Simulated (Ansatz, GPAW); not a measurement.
# Work function of a 2-layer slab of Sc(0001) at several levels

How far do functional and basis move the work function of a 2-layer slab of Sc(0001)?

Calculated with GPAW 26.7.0 and Ansatz 0.2.0; Ansatz plane waves; slab in vacuum with a dipole correction, relaxation, in the first sound run; inputs show where later runs differ.

## (1) Starting point

The cell holds 2 atoms: 2 Sc. Its edges and angles: a = 3.310 Å, b = 3.310 Å, c = 16.638 Å, α = 90.0°, β = 90.0°, γ = 60.0°. Vacuum lies along c.

## (2) Relaxation

Forces are removed first; all later runs use this geometry. The lowest 1 atoms are held at bulk positions and keep their forces.

input.yaml reads:

```yaml
crystal:
  lattice:
    - [3.31, 0.0, 0.0]
    - [1.655, 2.8665440865, 0.0]
    - [0.0, 0.0, 16.63807]
  atoms:
    - { symbol: Sc, position: [0.6666666667, 0.6666666667, 0.4207218746] }
    - { symbol: Sc, position: [0.0, 0.0, 0.5792781254] }
kpoints:
  mp_grid: { grid: [11, 11, 1] }
hamiltonian:
  xc: pbe
scf:
  occupations: { method: fermi_dirac, width: 0.1 }
efield:
  axis: 3
  dipole_correction: true
  ramp_width: 0.05
relax:
  f_tol: 0.02
  max_steps: 60
  constraints: [{ sites: [0] }]
output:
  write_potential: true
  write_density: true
  volumetric_format: npy
```

On the command line:

```
$ ansatz run input.yaml --threads 4 --pin off --max-ram 8192MiB --backend cpu --events-out ev --progress --plain --runs-dir out
```

Numbers of over 12 decimals in the logs are rounded to 6 here.

What it wrote:

```text
Engine: ansatz 0.2.0, x86_64-unknown-linux-gnu
Pseudopotentials: kind: paw
Pseudopotential: Sc, paw, valence charge 11, recommended cutoff 420 eV (normal), Sc.paw.azcp
Functional definition: PBE
  parameter kappa = 0.804
  parameter beta = 0.066725
  exchange = pbe_x(kappa = kappa, mu = beta*pi^2/3)
  correlation = pbe_c(beta = beta)
Crystal: 2 atoms, lattice volume = 157.866 Å³
Basis set: ecut = 420 eV, 3163 PW (Γ), exchange–correlation on 48×48×240 points (8 copies of the dense FFT grid, shifted against one another)
Bands: 15, of which v1, the nominal top of the filled ones, is band 11 counted from 1 (10 counted from 0)
Symmetry: 6 space group operations
k-points: 16 of 121 (time reversal used)
Non-local potential: Sc, projectors of the file, l = 0: 3, l = 1: 2, l = 2: 3, l = 3: 1
PAW form: soft (Blöchl's): semilocal exchange-correlation on the pseudo side does not see the compensation charge
PAW one-centre angular grid: Sc, 590 points (default); XC on 64 Gauss nodes
Initial density: superposition of atomic densities (neutral atoms: chi_scale 0, normalization atom), corrected by the library's trained network
Initial wavefunctions: pseudopotential atomic-orbital guess
Functional: x = pbe(κ = 0.804, μ = 0.219515), c = pbe(β = 0.066725)
SCF iter   1: F=—  HF=-4270.230505 eV  |F-HF|=—  |Δ(HF+E_count)|=         —  Δρ=3.13e-3  dr2=4.31e-2  ethr=1.77e-3  p=0.000 e·Å  D=6.82e-14 V/Å  ΔV_dip=-0.00 eV  dr2_dipole=4.30e-8  V_vac-E_F(+/−)=3.54/3.54 eV  ⟨swp⟩=4.3  Hψ=2528  notcnv=0
efield: sawtooth ramp at fractional position 0.9750 (placed from the atoms, in the widest stretch of the axis that holds none; the zero of the levels goes with the place), width 0.0500; the density the first Hamiltonian is built on has a dipole p = 0.000 e·Å; the dipole correction subtracts the counter field D = 6.82e-14 V/Å, which shifts the + side's vacuum level by -0.00 eV against the − side's; the planar-averaged density in the ramp window peaks in size at 1.1e-4 e/Å³
automatic band count: the SCF goes on with 19 bands, as 15 were too few: the levels above may hold too much charge
preconditioner: auto → LDOS  [metal: Δε(μ)=0.033 eV  Ē_g=2.877 eV  σ=0.100 eV  W_gap=0.08  n_scr=10 (ndim 8)  ℏωp=7.2 eV  f_vac=0.548  D(μ)=5.25/eV (n_scr^D=42)  β→1.0]
SCF iter   2: F=—  HF=-4270.224099 eV  |F-HF|=—  |Δ(HF+E_count)|=   6.41e-3  Δρ=1.39e-3  dr2=7.03e-3  ethr=1.96e-4  p=-0.000 e·Å  D=-1.97e-7 V/Å  ΔV_dip=0.00 eV  dr2_dipole=5.91e-8  V_vac-E_F(+/−)=3.59/3.59 eV  ⟨swp⟩=2.2  Hψ=498  notcnv=0
SCF iter   3: F=—  HF=-4270.225190 eV  |F-HF|=—  |Δ(HF+E_count)|=   1.09e-3  Δρ=3.44e-4  dr2=3.24e-4  ethr=3.19e-5  p=-0.000 e·Å  D=-1.38e-6 V/Å  ΔV_dip=0.00 eV  dr2_dipole=2.37e-9  V_vac-E_F(+/−)=3.61/3.61 eV  ⟨swp⟩=1.8  Hψ=326  notcnv=0
SCF iter   4: F=—  HF=-4270.225294 eV  |F-HF|=—  |Δ(HF+E_count)|=   1.03e-4  Δρ=1.70e-4  dr2=8.05e-5  ethr=1.47e-6  p=-0.000 e·Å  D=-1.79e-6 V/Å  ΔV_dip=0.00 eV  dr2_dipole=6.50e-10  V_vac-E_F(+/−)=3.62/3.63 eV  ⟨swp⟩=2.2  Hψ=389  notcnv=0
iter 5 did not close the SCF: its close was put off for the readings that it lacked (scf_convergence_deferred on its scf_iter line)
SCF iter   5: F=-4270.225289 eV  HF=-4270.225290 eV  |F-HF|=1.16e-6  |Δ(HF+E_count)|=   3.28e-6  Δρ=3.80e-5  dr2=5.83e-6  ethr=3.66e-7  p=-0.000 e·Å  D=-8.82e-7 V/Å  ΔV_dip=0.00 eV  dr2_dipole=5.42e-11  V_vac-E_F(+/−)=3.63/3.63 eV  ⟨swp⟩=2.8  Hψ=472  notcnv=0
SCF iter   6: F=-4270.225289 eV  HF=-4270.225291 eV  |F-HF|=1.81e-6  |Δ(HF+E_count)|=   4.99e-7  Δρ=2.33e-5  dr2=2.61e-6  ethr=2.65e-8  p=-0.000 e·Å  D=-3.41e-7 V/Å  ΔV_dip=0.00 eV  dr2_dipole=2.75e-13  V_vac-E_F(+/−)=3.64/3.64 eV  ⟨swp⟩=7.2  Hψ=1961  notcnv=0
WARN: efield: at this solve's end the planar-averaged density reaches 1.19e-5 e/Å³ inside the ramp window [0.9149, 0.0851] (bound 1e-5 e/Å³); the window's nearer edge stands 5.58 Å from this solve's nearest atom along the axis. Its work functions, free energy, forces, stress, dipole, levels and responses can be off, and this figure does not tell by how much. A short vacuum, a low `basis.ecutwfc` or `basis.ecutrho_ratio` and negative occupations (`scf.occupations.method`) can put density there. See the manual's quickstart, § The vacuum guard
SCF 1 converged in 6 iterations: F = -4270.225289 eV  dr2 = 2.61e-6
  greatest PAW one-centre occupation: 0.998 electrons in one spin orbital (limit 2), on the Sc atom at site 1 (counted from 0), in its partial waves of l = 0
relax step   1: F+E_penalty+E_count = -4270.22528904 eV  Δ(F+E_penalty+E_count) = +0.000e0 eV  max|allowed force component| = 5.082e-1 eV/Å  Δτ_max = 0.0000 Å  (6 SCF iters, dr2 threshold 1.00e-5 eV, accepted)
Bands: 19, of which v1, the nominal top of the filled ones, is band 11 counted from 1 (10 counted from 0)
Initial density: handed on by an earlier stage of this run
Initial wavefunctions: those handed on with the density
SCF iter   1: F=—  HF=-4270.382873 eV  |F-HF|=—  |Δ(HF+E_count)|=         —  Δρ=9.39e-3  dr2=1.19e0  ethr=3.10e-3  p=-0.000 e·Å  D=-7.37e-7 V/Å  ΔV_dip=0.00 eV  dr2_dipole=2.67e-1  V_vac-E_F(+/−)=3.75/3.75 eV  ⟨swp⟩=3.5  Hψ=1082  notcnv=0
efield: sawtooth ramp at fractional position 0.9750 (handed on by an earlier solve), width 0.0500; the density the first Hamiltonian is built on has a dipole p = -0.000 e·Å; the dipole correction subtracts the counter field D = -7.37e-7 V/Å, which shifts the + side's vacuum level by +0.00 eV against the − side's; the planar-averaged density in the ramp window peaks in size at 1.2e-5 e/Å³
preconditioner: auto → LDOS  [metal: Δε(μ)=0.073 eV  Ē_g=3.017 eV  σ=0.100 eV  W_gap=0.18  n_scr=10 (ndim 8)  ℏωp=7.2 eV  f_vac=0.564  D(μ)=4.18/eV (n_scr^D=10)  β→1.0]
SCF iter   2: F=—  HF=-4270.310877 eV  |F-HF|=—  |Δ(HF+E_count)|=   7.20e-2  Δρ=5.36e-3  dr2=3.09e-1  ethr=3.10e-3  p=0.014 e·Å  D=1.62e-2 V/Å  ΔV_dip=-0.27 eV  dr2_dipole=7.95e-2  V_vac-E_F(+/−)=3.34/3.61 eV  ⟨swp⟩=2.1  Hψ=539  notcnv=0
SCF iter   3: F=—  HF=-4270.297490 eV  |F-HF|=—  |Δ(HF+E_count)|=   1.34e-2  Δρ=1.43e-3  dr2=2.56e-2  ethr=1.40e-3  p=0.004 e·Å  D=5.14e-3 V/Å  ΔV_dip=-0.09 eV  dr2_dipole=4.91e-3  V_vac-E_F(+/−)=3.52/3.61 eV  ⟨swp⟩=2.1  Hψ=418  notcnv=0
SCF iter   4: F=—  HF=-4270.296359 eV  |F-HF|=—  |Δ(HF+E_count)|=   1.13e-3  Δρ=4.02e-4  dr2=3.93e-4  ethr=1.17e-4  p=0.004 e·Å  D=4.33e-3 V/Å  ΔV_dip=-0.07 eV  dr2_dipole=6.51e-6  V_vac-E_F(+/−)=3.50/3.58 eV  ⟨swp⟩=1.4  Hψ=313  notcnv=0
[...]
preconditioner: auto → LDOS  [metal: Δε(μ)=0.046 eV  Ē_g=3.063 eV  σ=0.100 eV  W_gap=0.11  n_scr=10 (ndim 8)  ℏωp=7.2 eV  f_vac=0.568  D(μ)=4.50/eV (n_scr^D=30)  β→1.0]
SCF iter   2: F=—  HF=-4270.304081 eV  |F-HF|=—  |Δ(HF+E_count)|=   2.63e-2  Δρ=2.77e-3  dr2=5.81e-2  ethr=1.98e-3  p=0.008 e·Å  D=9.13e-3 V/Å  ΔV_dip=-0.15 eV  dr2_dipole=7.66e-3  V_vac-E_F(+/−)=3.39/3.54 eV  ⟨swp⟩=2.0  Hψ=402  notcnv=0
SCF iter   3: F=—  HF=-4270.301270 eV  |F-HF|=—  |Δ(HF+E_count)|=   2.81e-3  Δρ=9.69e-4  dr2=9.35e-3  ethr=2.64e-4  p=0.003 e·Å  D=3.93e-3 V/Å  ΔV_dip=-0.07 eV  dr2_dipole=1.43e-3  V_vac-E_F(+/−)=3.47/3.54 eV  ⟨swp⟩=2.2  Hψ=486  notcnv=0
SCF iter   4: F=—  HF=-4270.300746 eV  |F-HF|=—  |Δ(HF+E_count)|=   5.24e-4  Δρ=3.04e-4  dr2=4.30e-4  ethr=4.25e-5  p=0.003 e·Å  D=2.92e-3 V/Å  ΔV_dip=-0.05 eV  dr2_dipole=2.33e-5  V_vac-E_F(+/−)=3.46/3.51 eV  ⟨swp⟩=1.2  Hψ=324  notcnv=0
SCF iter   5: F=—  HF=-4270.300738 eV  |F-HF|=—  |Δ(HF+E_count)|=   8.24e-6  Δρ=8.70e-5  dr2=2.55e-5  ethr=1.95e-6  p=0.002 e·Å  D=1.82e-3 V/Å  ΔV_dip=-0.03 eV  dr2_dipole=4.24e-6  V_vac-E_F(+/−)=3.46/3.49 eV  ⟨swp⟩=2.3  Hψ=383  notcnv=0
SCF iter   6: F=—  HF=-4270.300751 eV  |F-HF|=—  |Δ(HF+E_count)|=   1.31e-5  Δρ=2.65e-5  dr2=4.23e-6  ethr=1.16e-7  p=0.001 e·Å  D=6.47e-4 V/Å  ΔV_dip=-0.01 eV  dr2_dipole=5.30e-8  V_vac-E_F(+/−)=3.47/3.48 eV  ⟨swp⟩=2.1  Hψ=374  notcnv=0
SCF iter   7: F=-4270.300752 eV  HF=-4270.300752 eV  |F-HF|=1.59e-7  |Δ(HF+E_count)|=   1.08e-6  Δρ=1.46e-5  dr2=5.46e-7  ethr=1.00e-8  p=0.000 e·Å  D=1.96e-4 V/Å  ΔV_dip=-0.00 eV  dr2_dipole=3.17e-8  V_vac-E_F(+/−)=3.47/3.47 eV  ⟨swp⟩=9.6  Hψ=1828  notcnv=0
WARN: efield: at this solve's end the planar-averaged density reaches 1.27e-5 e/Å³ inside the ramp window [0.9149, 0.0851] (bound 1e-5 e/Å³); the window's nearer edge stands 5.58 Å from this solve's nearest atom along the axis. Its work functions, free energy, forces, stress, dipole, levels and responses can be off, and this figure does not tell by how much. A short vacuum, a low `basis.ecutwfc` or `basis.ecutrho_ratio` and negative occupations (`scf.occupations.method`) can put density there. See the manual's quickstart, § The vacuum guard
SCF 3 converged in 7 iterations: F = -4270.300752 eV  dr2 = 5.46e-7
  greatest PAW one-centre occupation: 0.998 electrons in one spin orbital (limit 2), on the Sc atom at site 0 (counted from 0), in its partial waves of l = 0
relax step   3: F+E_penalty+E_count = -4270.30075222 eV  Δ(F+E_penalty+E_count) = -4.337e-3 eV  max|allowed force component| = 1.266e-1 eV/Å  Δτ_max = 0.1051 Å  (7 SCF iters, dr2 threshold 2.21e-6 eV, accepted)
[...]
relax step   4: F+E_penalty+E_count = -4270.30308021 eV  Δ(F+E_penalty+E_count) = -2.328e-3 eV  max|allowed force component| = 6.889e-5 eV/Å  Δτ_max = 0.0375 Å  (6 SCF iters, dr2 threshold 2.19e-6 eV, accepted)
iter 1 solved again at ethr=2.59e-9 eV; its pass at ethr=3.10e-3 eV (dr2=5.70e-7 eV) is discarded
SCF iter   1: F=—  HF=-4270.303058 eV  |F-HF|=—  |Δ(HF+E_count)|=         —  Δρ=1.15e-5  dr2=5.70e-7  ethr=2.59e-9  p=-0.000 e·Å  D=-1.30e-4 V/Å  ΔV_dip=0.00 eV  dr2_dipole=4.13e-8  V_vac-E_F(+/−)=3.49/3.49 eV  ⟨swp⟩=1.0  Hψ=992  notcnv=0
efield: sawtooth ramp at fractional position 0.9672 (handed on by an earlier solve), width 0.0500; the density the first Hamiltonian is built on has a dipole p = -0.000 e·Å; the dipole correction subtracts the counter field D = -1.30e-4 V/Å, which shifts the + side's vacuum level by +0.00 eV against the − side's; the planar-averaged density in the ramp window peaks in size at 9.3e-6 e/Å³
preconditioner: auto → LDOS  [metal: Δε(μ)=0.013 eV  Ē_g=3.037 eV  σ=0.100 eV  W_gap=0.03  n_scr=10 (ndim 8)  ℏωp=7.2 eV  f_vac=0.558  D(μ)=5.40/eV (n_scr^D=54)  β→1.0]
SCF iter   2: F=—  HF=-4270.303081 eV  |F-HF|=—  |Δ(HF+E_count)|=   2.21e-5  Δρ=7.47e-6  dr2=1.67e-7  ethr=2.59e-9  p=-0.000 e·Å  D=-6.80e-5 V/Å  ΔV_dip=0.00 eV  dr2_dipole=1.32e-10  V_vac-E_F(+/−)=3.49/3.49 eV  ⟨swp⟩=2.3  Hψ=395  notcnv=0
SCF iter   3: F=—  HF=-4270.303081 eV  |F-HF|=—  |Δ(HF+E_count)|=   1.05e-8  Δρ=4.25e-6  dr2=1.28e-7  ethr=4.55e-10  p=-0.000 e·Å  D=-3.06e-5 V/Å  ΔV_dip=0.00 eV  dr2_dipole=3.05e-8  V_vac-E_F(+/−)=3.49/3.49 eV  ⟨swp⟩=8.4  Hψ=1603  notcnv=0
SCF iter   4: F=-4270.303081 eV  HF=-4270.303081 eV  |F-HF|=3.68e-9  |Δ(HF+E_count)|=   1.99e-9  Δρ=9.93e-7  dr2=6.12e-9  ethr=4.55e-10  p=-0.000 e·Å  D=-6.35e-7 V/Å  ΔV_dip=0.00 eV  dr2_dipole=1.90e-9  V_vac-E_F(+/−)=3.49/3.49 eV  ⟨swp⟩=8.0  Hψ=1558  notcnv=0
SCF 5 converged in 4 iterations: F = -4270.303081 eV  dr2 = 6.12e-9
relax step   5: F+E_penalty+E_count = -4270.30308055 eV  Δ(F+E_penalty+E_count) = -3.410e-7 eV  max|allowed force component| = 6.043e-5 eV/Å  Δτ_max = 0.0000 Å  (4 SCF iters, accepted)
NSCF: frozen V_eff on 16 k-points
the band table was solved once a step of the walk had ended and its energy, with any forces and stress, was formed, with the checks that follow a solve (1837 applications of the Hamiltonian). They found nothing against the state; the energy, forces and stress were not computed again (output.eigenvalues in the input reference)
WARN: The output density's exchange-correlation potential varies sharply where the density is thin. Do not read a vacuum level from v_tot or v_xc, or from such a field of the output density. On a cell that repeats whose density bears no net charge and no dipole along the vacuum's axis use v_es (v_loc + v_h of the components); under efield.dipole_correction with no amplitude use v_es + v_field, which holds any externa [...]
SCF converged after 4 iterations
Free energy (F): -4270.303081 eV
Harris-Foulkes:  -4270.303081 eV  (|F-HF|=3.68e-9)
Internal energy: -4270.129766 eV  (E = F + TS)
E sigma→0 (E₀):  -4270.216423 eV
Entropy (-TS):   -0.173315 eV (-86.657 meV/atom)
Fermi energy:    0.728377 eV
Dipole field:    D = -0.000067 V/Å  (p = -0.000058 e·Å, saw-weighted, corrected)
Work function:   Φ+ = 3.4905 eV   Φ− = 3.4894 eV
Levels:          The Fermi level and band energies are counted from a zero that moves with the ramp; work functions are not
--- Per-component energies (eV) ---
  E_band       = -527.652678
  E_kinetic    = 519.948506
  E_local      = -8594.448964  (includes V_loc(G=0)·N_el)
  E_nonlocal   = 168.523588
  E_hartree    = 3933.558168
  E_xc         = -206.729844
  E_vxc        = -255.701922  (∫ρ·V_xc dr)
  E_paw        = -1911.593892  (= ΣΔE_a)
  E_vpaw       = -233.094232  (= ΣTr[D̂ρ^β])
  E_aug_tail   = 0.000021  (compensation charges beyond the density's cutoff)
  E_efield     = 0.000000  (sawtooth field / dipole correction)
  E_vefield    = 0.000000  (∫n·V_field dr)
  E_ewald      = 1820.612651
  E_smearing   = -0.173315  (= −TS)
  E_closure    = -0.000000  (closes the sum)
  Σ components = -4270.303081   (vs F -4270.303081, Δ=0.00e0)
--- Forces (eV/Å), atoms counted from 1 ---
  atom   1  Sc     0.00000000     0.00000000    -0.00001216
  atom   2  Sc    -0.00000000    -0.00000000     0.00006043
  max |Σ_I F_I| component: 4.83e-5 eV/Å
--- Band table (eV; the first three rows and the last of 16) ---
  k-point 0: bands = [... 7 lower, -27.2786, -3.7019, -1.9587, 0.7188, 0.8510, 2.1120, 2.1120, 2.2303, ... 4 higher]
  k-point 1: bands = [... 7 lower, -27.2817, -3.5225, -1.7919, 0.7588, 0.8748, 1.9629, 2.1588, 2.2159, ... 4 higher]
  k-point 2: bands = [... 7 lower, -27.2905, -3.0091, -1.3250, 0.7843, 0.8811, 1.6202, 2.0402, 2.3082, ... 4 higher]
  k-point 15: bands = [... 7 lower, -27.3961, -0.0586, 0.2704, 0.5244, 1.1982, 1.3573, 1.4925, 1.6971, ... 4 higher]
--- Relaxed structure (5 steps of the walk, 5 accepted, 0 SCFs on fresh bases) ---
  F+E_penalty+E_count = -4270.30308055 eV   max|allowed force component| = 6.043e-5 eV/Å
  atoms:
    - { symbol: Sc, position: [0.666667, 0.666667, 0.4207218746] }
    - { symbol: Sc, position: [0, 0, 0.563683] }
```

Run time: 4.9 s. Hardware: 4 threads of Intel Xeon Platinum 8488C (Sapphire Rapids), shared host; peak memory 0.48 GiB.

Step by step:

```csv
step,energy less that of the first step (eV),largest force component (eV/Å)
1,0.0000,0.5082
2,-0.0711,0.1879
3,-0.0755,0.1266
4,-0.0778,0.0001
5,-0.0778,0.0001
```

Forces are held to the 6 operations that the run works with; a distortion that breaks them can't arise in this run.

The atoms that moved most (Å):

```csv
atom,dx,dy,dz,length
Sc2,0.000,0.000,-0.259,0.259
```

The relaxed structure:

```xyz
2
Lattice="3.3100 0.0000 0.0000 1.6550 2.8665 0.0000 0.0000 0.0000 16.6381" Properties=species:S:1:pos:R:3
Sc    3.3100    1.9110    7.0000
Sc    0.0000    0.0000    9.3786
```

Numbers from this step:

```yaml
free_energy: -4270.3031 eV
smearing_term_ts: 0.1733 eV
symmetry_operations: 6
upper_work_function: 3.490 eV
lower_work_function: 3.489 eV
dipole_along_the_normal: -5.82e-5 e·Å
dipole_field: -6.67e-5 V/Å
vacuum_level_above: 4.219 eV
vacuum_level_below: 4.218 eV
```

Electrostatic potential energy of an electron (with the applied field's), less the Fermi level, planar mean against z:

```csv
z (Å),"electrostatic potential energy of an electron (with the applied field's), less the Fermi level, planar mean (eV)"
0,3.49
1,3.49
2,3.49
3,3.48
4,3.38
5,2.72
6,-1.33
7,-12.9
8,-0.647
9,-9.04
10,-5.85
11,1.91
12,3.26
13,3.46
14,3.49
15,3.49
16,3.49
```

Valence density, planar mean against z:

```csv
z (Å),"valence density, planar mean (e/Å³)"
2.0,4.4e-5
2.5,1.2e-4
3.0,3.3e-4
3.5,8.9e-4
4.0,0.00237
4.5,0.00620
5.0,0.0149
5.5,0.0327
6.0,0.0853
6.5,0.496
7.0,1.01
7.5,0.517
8.0,0.160
8.5,0.188
9.0,0.698
9.5,0.975
10.0,0.327
10.5,0.0633
11.0,0.0272
11.5,0.0122
12.0,0.00494
12.5,0.00187
13.0,6.9e-4
13.5,2.6e-4
14.0,9.2e-5
```

The relaxation lowered the energy of the cell by 0.0778 eV.

## (3) The slab's potential

The work function is the vacuum plateau of the electrostatic potential less the Fermi level; a dipole layer lets the two faces have plateaus of their own.

This step: GPAW, PAW setups; slab in vacuum (GPAW 26.7.0).

run.py reads:

```python
import json
import numpy as np
from ase import Atoms
from gpaw import GPAW, PW

slab = Atoms(
    ['Sc', 'Sc'],
    positions=[
        [3.31000, 1.91103, 7.00000],
        [-0.00000, -0.00000, 9.37859]],
    cell=[[3.31, 0.0, 0.0], [1.655, 2.86654, 0.0], [0.0, 0.0, 16.63807]],
    pbc=[True, True, False])

slab.calc = GPAW(mode=PW(400), xc='PBE', kpts={'size': (11, 11, 1), 'gamma': True},
                 occupations={'name': 'fermi-dirac', 'width': 0.1}, nbands='140%',
                 convergence={'density': 1e-05}, maxiter=200,
                 poissonsolver={'dipolelayer': 'xy'},
                 symmetry={'tolerance': 1e-3}, txt='slab.txt')
result = {}
energy = slab.get_potential_energy()
fermi = slab.calc.get_fermi_level()
v = slab.calc.get_electrostatic_potential().mean((0, 1)) - fermi
n = slab.calc.get_pseudo_density().mean((0, 1))
L = slab.cell[2, 2]
z = np.arange(len(v)) * L / len(v)
low, high = slab.positions[:, 2].min(), slab.positions[:, 2].max()
below, above = np.interp([low - 4.8, high + 4.8], z, v)
slopes = [np.interp(x, z, np.gradient(v, z)) for x in (low - 4.8, high + 4.8)]
eps = np.array([[slab.calc.get_eigenvalues(k, s) for k in range(len(slab.calc.get_ibz_k_points()))]
                for s in range(slab.calc.get_number_of_spins())]) - fermi
top, bottom = eps[eps < 0].max(), eps[eps > 0].min()
dipole = slab.get_dipole_moment()[2]
print(f'energy {energy:.4f} eV, Fermi level {fermi:.4f} eV, dipole {dipole:.5f} e A')
print(f'potential 4.8 A off the faces, from the Fermi level: lower {below:.4f} eV, upper {above:.4f} eV')
print(f'slope of the potential there: lower {slopes[0]:.5f}, upper {slopes[1]:.5f} eV/A')
print(f'nearest levels on the mesh: {top:.4f} and {bottom:.4f} eV')
print('magnetic moment', round(slab.get_magnetic_moment(), 3))
result.update(energy=energy, fermi=fermi, dipole=dipole, below=below, above=above, slopes=slopes, edges=[top, bottom],
              z=z.tolist(), v=v.tolist(), n=n.tolist(), positions=slab.positions.tolist(),
              forces=slab.get_forces(apply_constraint=False).tolist(), moments=slab.get_magnetic_moments().tolist())
json.dump(result, open('result.json', 'w'))
```

On the command line:

```
$ OMP_NUM_THREADS=1 OPENBLAS_NUM_THREADS=1 python run.py
```

What it wrote:

```text
energy -7.9160 eV, Fermi level -0.4012 eV, dipole -0.00000 e A
potential 4.8 A off the faces, from the Fermi level: lower 3.4927 eV, upper 3.4928 eV
slope of the potential there: lower -0.00579, upper 0.00587 eV/A
nearest levels on the mesh: -0.0094 and 0.0039 eV
magnetic moment 0.0
```

Elapsed: 17 s, on 1 thread; peak memory 0.17 GiB.

Numbers from this step:

* dipole along the normal: -3.60e-6 e·Å
* levels nearest the Fermi level on the mesh: -0.009364, 0.003864 eV from the Fermi level
* upper work function: 3.493 eV
* lower work function: 3.493 eV

Table of electrostatic potential energy of an electron (without an applied field's), less the Fermi level, planar mean by z:

```csv
z (Å),"electrostatic potential energy of an electron (without an applied field's), less the Fermi level, planar mean (eV)"
0.0,3.50
0.5,3.50
1.0,3.50
1.5,3.49
2.0,3.49
2.5,3.49
3.0,3.48
3.5,3.46
4.0,3.39
4.5,3.20
5.0,2.72
5.5,1.53
6.0,-1.24
6.5,-7.84
7.0,-14.7
7.5,-6.92
8.0,-0.516
8.5,-1.37
9.0,-9.45
9.5,-14.2
10.0,-5.71
10.5,-0.333
11.0,1.92
11.5,2.88
12.0,3.26
12.5,3.41
13.0,3.46
13.5,3.48
14.0,3.49
14.5,3.49
15.0,3.50
15.5,3.50
16.0,3.50
16.5,3.50
```

The pseudo valence density, planar mean by z:

```csv
z (Å),"pseudo valence density, planar mean (e/Å³)"
2,4.4e-5
3,3.3e-4
4,0.00240
5,0.0150
6,0.0844
7,1.15
8,0.162
9,0.639
10,0.271
11,0.0273
12,0.00499
13,7.1e-4
14,9.5e-5
```

The potential is flat to 0.006 eV/Å where it is read, so the vacuum is wide enough. The geometry is the other program's minimum; here the largest force on a free atom is 0.0045 eV/Å.

[end of part 1 of 3]

[Logs are printed without paths, hosts, clocks, repeated set-up lines and the standing remarks that a program may print on its own settings, such as how far it seeks lower states.]

[Hosts, paths, dates, database ids (printed as entryN), source tags and the programs' standing remarks are cut or masked in the printed files.]
